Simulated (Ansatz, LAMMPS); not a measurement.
# Sc in place of Al at several sites of glassy 46SiO2-16Al2O3-16BaO-16Li2O-5Sc2O3 (mol %) (121 atoms), part 3 of 3

Aim: make Sc in place of Al at several sites of glassy 46SiO2-16Al2O3-16BaO-16Li2O-5Sc2O3 (mol %) (121 atoms), relax each, and compare their energies.

Ansatz 0.2.0; Kohn-Sham DFT, PBEsol, PAW (set soft_2), plane waves.

The cell: 17 Si, 12 Al, 6 Ba, 12 Li, 4 Sc and 70 O. The quench rate of 10 K/ps far exceeds what a furnace or splat quench reaches. The starting topology of bonds comes from the classical model. Only the Γ point is sampled, in a cell whose shortest periodic width is 12 Å. Spin–orbit coupling is left out.

So far. Step 3 (Relaxation): The relaxation converged after 18 steps, 5.48 eV below its start, with a largest force component of 0.033 eV/Å. Step 5 (Sc on a site of Al, site Al18): The relaxation converged after 14 steps, 2.68 eV below its start, with a largest force component of 0.039 eV/Å.

### Step 6. Sc on a site of Al, site Al20

The site has 5 bonded neighbours (O5) at 1.86 Å on average. 

Input file input.yaml:

```yaml
crystal:
  lattice:
    - [11.67426, 0.0, 0.0]
    - [0.0, 11.67426, 0.0]
    - [0.0, 0.0, 11.67426]
  atoms:
    [... atom lines 1 to 16 left out ...]
    - { symbol: Si, position: [0.71448, 0.26525, 0.35318] }
    - { symbol: Al, position: [0.46917, 0.21201, 0.99608] }
    - { symbol: Al, position: [0.26696, 0.04409, 0.97265] }
    - { symbol: Sc, position: [0.73567, 0.06647, 0.55437], spin: 0.6 }
    - { symbol: Al, position: [0.43024, 0.83844, 0.74642] }
    - { symbol: Al, position: [0.52651, 0.0919, 0.73025] }
    - { symbol: Al, position: [0.67727, 0.85445, 0.82893] }
    [... atom lines 24 to 121 left out ...]
magnetization:
  spin_polarized: true
kpoints:
  mp_grid: { grid: [1, 1, 1] }
hamiltonian:
  xc: pbesol
scf:
  occupations: { method: fermi_dirac, width: 0.025 }
  lower_state_search: "off"
output:
  forces: true
  eigenvalues: true
relax:
  f_tol: 0.05
  max_steps: 90
```

Run with:

```console
$ ansatz run input.yaml --threads 4 --pin off --max-ram 8192MiB --backend cpu --events-out ev --progress --plain --runs-dir out
```

Log:

```text
[...]
Crystal: 121 atoms, lattice volume = 1591.066 Å³
Basis set: ecut = 420 eV, 31103 PW (Γ), exchange–correlation on 160×160×160 points (8 copies of the dense FFT grid, shifted against one another)
Bands: 459, of which v1, the nominal top of the filled ones, is band 336 counted from 1 (335 counted from 0)
Symmetry: 1 space group operations
[...]
k-points: 1
[...]
Starting moments: Σ|m| = 3.6 μB on 6 of 121 sites
[...]
SCF iter   1: F=—  HF=-103988.150392 eV  |F-HF|=—  |Δ(HF+E_count)|=         —  Δρ=5.77e-2 (↑5.41e-2 ↓5.77e-2)  dr2=5.07e2  dr2_m=1.48e0  M=0.003 μB ∫|m|=0.615 μB  β_m=0.30  ethr=3.10e-3  ⟨swp⟩=6.5  Hψ=4246  notcnv=0  defer=180
[...]
SCF iter   9: F=—  HF=-103927.488674 eV  |F-HF|=—  |Δ(HF+E_count)|=   5.87e-4  Δρ=6.64e-4 (↑6.57e-4 ↓6.64e-4)  dr2=3.40e-2  dr2_m=2.18e-4  M=0.000 μB ∫|m|=0.024 μB  β_m=0.60  ethr=2.74e-5  ⟨swp⟩=6.0  Hψ=1147  notcnv=0  defer=230
[...]
SCF iter  13: F=—  HF=-103927.490699 eV  |F-HF|=—  |Δ(HF+E_count)|=   1.19e-4  Δρ=1.56e-5 (↑1.56e-5 ↓1.53e-5)  dr2=2.32e-5  dr2_m=3.69e-7  M=0.000 μB ∫|m|=0.001 μB  β_m=0.83  ethr=2.30e-8  ⟨swp⟩=2.0  Hψ=1212  notcnv=0  defer=232
SCF iter  14: F=-103927.490738 eV  HF=-103927.490738 eV  |F-HF|=3.27e-8  |Δ(HF+E_count)|=   3.94e-5  Δρ=1.23e-5 (↑1.22e-5 ↓1.23e-5)  dr2=9.43e-6  dr2_m=8.05e-9  M=0.000 μB ∫|m|=0.000 μB  ethr=3.45e-9  ⟨swp⟩=20.5  Hψ=6719  notcnv=0
[...]
SCF 1 converged in 14 iterations: F = -103927.490738 eV  dr2 = 9.43e-6
[...]
relax step   1: F+E_penalty+E_count = -103927.49073837 eV  Δ(F+E_penalty+E_count) = +0.000e0 eV  max|allowed force component| = 4.097e0 eV/Å  Δτ_max = 0.0000 Å  (14 SCF iters, dr2 threshold 6.25e-5 eV, accepted)
[... from here on, the SCF cycles and remarks between the steps are left out ...]
relax step   2: F+E_penalty+E_count = -103928.82311135 eV  Δ(F+E_penalty+E_count) = -1.332e0 eV  max|allowed force component| = 1.302e0 eV/Å  Δτ_max = 0.1215 Å  (6 SCF iters, dr2 threshold 1.00e-4 eV, accepted)
relax step   3: F+E_penalty+E_count = -103928.87662865 eV  Δ(F+E_penalty+E_count) = -5.352e-2 eV  max|allowed force component| = 1.096e0 eV/Å  Δτ_max = 0.2000 Å  (6 SCF iters, dr2 threshold 1.00e-4 eV, accepted)
relax step   4: F+E_penalty+E_count = -103929.08093541 eV  Δ(F+E_penalty+E_count) = -2.043e-1 eV  max|allowed force component| = 2.206e-1 eV/Å  Δτ_max = 0.1921 Å  (6 SCF iters, dr2 threshold 1.00e-4 eV, accepted)
relax step   5: F+E_penalty+E_count = -103929.07990058 eV  Δ(F+E_penalty+E_count) = +1.035e-3 eV  max|allowed force component| = 3.639e-1 eV/Å  Δτ_max = 0.2000 Å  (8 SCF iters, dr2 threshold 3.04e-6 eV, rejected (line search))
relax step   6: F+E_penalty+E_count = -103929.12591533 eV  Δ(F+E_penalty+E_count) = -4.498e-2 eV  max|allowed force component| = 8.389e-2 eV/Å  Δτ_max = 0.0841 Å  (9 SCF iters, accepted)
relax step   7: F+E_penalty+E_count = -103929.14742907 eV  Δ(F+E_penalty+E_count) = -2.151e-2 eV  max|allowed force component| = 8.491e-2 eV/Å  Δτ_max = 0.1000 Å  (9 SCF iters, accepted)
relax step   8: F+E_penalty+E_count = -103929.15395686 eV  Δ(F+E_penalty+E_count) = -6.528e-3 eV  max|allowed force component| = 7.231e-2 eV/Å  Δτ_max = 0.0388 Å  (9 SCF iters, accepted)
relax step   9: F+E_penalty+E_count = -103929.15721359 eV  Δ(F+E_penalty+E_count) = -3.257e-3 eV  max|allowed force component| = 3.558e-2 eV/Å  Δτ_max = 0.0118 Å  (5 SCF iters, dr2 threshold 3.79e-6 eV, accepted)
relax step  10: F+E_penalty+E_count = -103929.15721493 eV  Δ(F+E_penalty+E_count) = -1.345e-6 eV  max|allowed force component| = 3.557e-2 eV/Å  Δτ_max = 0.0000 Å  (4 SCF iters, accepted)
SCF converged after 4 iterations
Magnetization: 0.0000 μB (336.0000 up, 336.0000 down)
Absolute magnetization: 0.0000 μB (∫|ρ↑−ρ↓|, with the PAW one-centre terms)
[...]
Per-site moments (μB) at R_I (Å): [(8.095037e-10, 0.669019), (8.036524e-10, 0.668981), (3.933205e-10, 0.664772), (3.362715e-10, 0.658374), (-4.085704e-10, [...]
Free energy (F): -103929.157215 eV
[...]
Internal energy: -103929.157215 eV  (E = F + TS)
E sigma→0 (E₀):  -103929.157215 eV
Fermi energy:    6.386107 eV
[...]
Σ components = -103929.157215   (vs F -103929.157215, Δ=0.00e0)
--- Forces (eV/Å), atoms counted from 1 ---
  atom   1  Si    -0.00536253     0.01080442     0.00824454
  atom   2  Si    -0.00568684    -0.00563765    -0.00542084
  atom   3  Si    -0.00647918    -0.00021648    -0.01040793
  atom   4  Si     0.00872364    -0.01821412    -0.00323101
[...]
atom 121  O     -0.01440983    -0.02018325    -0.02066776
  max |Σ_I F_I| component: 6.16e-5 eV/Å
--- Band table (eV) ---
[...]
--- Relaxed structure (10 steps of the walk, 9 accepted, 0 SCFs on fresh bases) ---
  F+E_penalty+E_count = -103929.15721493 eV   max|allowed force component| = 3.557e-2 eV/Å
  atoms:
    - { symbol: Si, position: [0.532711, 0.631764, 0.861534] }
    - { symbol: Si, position: [1.004267, 0.098400, 0.626235] }
    - { symbol: Si, position: [0.443286, 0.449950, 0.695713] }
    - { symbol: Si, position: [0.676921, 0.648172, 0.421885] }
[...]
- { symbol: O, position: [0.00439552, 0.148460, 0.954062] }
```

It took 8.6 min on 4 threads of Arm Neoverse V1, shared host; peak memory 4 GiB.

The relaxation converged after 10 steps, 1.67 eV below its start, with a largest force component of 0.036 eV/Å.

A closer look about the Sc atom, after relaxation: 10 atoms, nearest first, numbered in the order of the input, with positions taken from that point.

```
atom      x      y      z  distance (Å)  bonds
Sc20   0.00   0.00   0.00          0.00      5
O103   1.71  -0.29   0.94          1.97      3
 O90   0.83  -0.96  -1.55          2.01      3
O119  -1.80  -0.92  -0.23          2.03      3
 O53  -0.02   1.86  -0.90          2.07      4
 O82  -0.94   1.06   1.54          2.09      4
 O55  -0.38  -2.57   1.24          2.88      3
Si11  -1.57  -2.49   0.12          2.94      4
Li36   1.55  -2.16   1.43          3.02      5
Sc49  -0.50   3.02   0.99          3.22      5
```

The largest move is 0.29 Å, by O119.

### Step 7. Sc on a site of Al, site Al28

The site has 4 bonded neighbours (O4) at 1.74 Å on average. 

Input and log are left out; they have the form of those shown for this kind of step.

Wall time 23 min (4 threads of Arm Neoverse V1, shared host); peak memory 4 GiB; 1.5 h of CPU time.

The relaxation converged after 27 steps, 2.94 eV below its start, with a largest force component of 0.034 eV/Å.

### Step 8. Sc on a site of Al, site Al21

The site has 4 bonded neighbours (O4) at 1.78 Å on average. 

Input and log are left out; they have the form of those shown for this kind of step.

Elapsed: 7.9 min, on 4 threads of Arm Neoverse V1, shared host; peak memory 3.9 GiB; 31 min of CPU time.

The relaxation was stopped at its limit after 8 steps, 2.31 eV below its start, with a largest force component of 0.092 eV/Å.

### Step 9. The sites compared

All these cells hold the same atoms, so their energies can be compared with no chemical potential.

```
  site  neighbours  mean distance (Å)  atoms within 6 Å  energy over the best site (eV)  before relaxation (eV)  gain on relaxing (eV)
  Al28          O4               1.74                72                            0.00                    1.17                   2.94
Al21 *          O4               1.78                70                            0.06                    0.60                   2.31
  Al20          O5               1.86                73                            0.10                    0.00                   1.67
  Al18          O4               1.74                66                            0.63                    1.54                   2.68
```

* The relaxation stopped at its limit, so this energy is an upper bound.

### Step 10. What came out

The cheapest site is Al28 (4 neighbours, O4); the dearest, Al18 (4 neighbours, O4), costs 0.63 eV more. By coordination the energies over the best site are 0.00 to 0.63 eV with 4 neighbours and 0.10 eV with 5 neighbours. Al21 hadn't finished relaxing and could end below the best site. Relaxation changes the order: the best site before relaxing was Al20.

**Limits.** Defects are neutral and interact with their images. In a disordered cell the relaxation can also rearrange atoms far from the site. In the spin-polarised runs the search for a state of lower energy was switched off. Only 4 of the 12 Al sites were tried, so a cheaper one may exist.

The DFT runs together took 58 min of wall time.

[Long decimals in the printed logs are rounded to 6 places.]

[Logs are printed without paths, hosts, clocks, repeated set-up lines and the standing remarks that a program may print on its own settings, such as how far it seeks lower states.]

[Hosts, paths, dates, database ids (printed as entryN), source tags and the programs' standing remarks are cut or masked in the printed files.]
